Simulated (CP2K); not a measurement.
The N K edge of nitrosonium was computed by TDDFT (CP2K XAS_TDP, aug-cc-pVTZ, TDA) at these levels: PBE, PBEh(45%) and PBEh(45%) + GW2X. The first three lines of N1 (bonded to O) with a strength over 0.0015, energy in eV and strength:

| run | first | second | third |
| --- | --- | --- | --- |
| 1 | 396.68 (0.173) | 410.06 (0.007) | 411.84 (0.016) |
| 2 | 383.69 (0.126) | 392.42 (0.002) | 393.96 (0.012) |
| 3 | 403.76 (0.170) | 417.14 (0.007) | 418.93 (0.015) |

**Question.** Which run is which?

Run 1: PBEh(45%) (45 % exact exchange). Run 2: PBE (0 % exact exchange). Run 3: PBEh(45%) + GW2X (45 % exact exchange). Self-interaction lifts the core level, so the uncorrected lines rise with the share of exact exchange. The GW2X run keeps the spacings of its parent: 13.38 eV between the first two lines in run 3, 13.38 eV in run 1. Its shift is +7.08 eV, since the Kohn–Sham level at this share of exchange lies that far above the quasiparticle level.

[Hosts, paths, dates, database ids (printed as entryN), source tags and the programs' standing remarks are cut or masked in the printed files.]
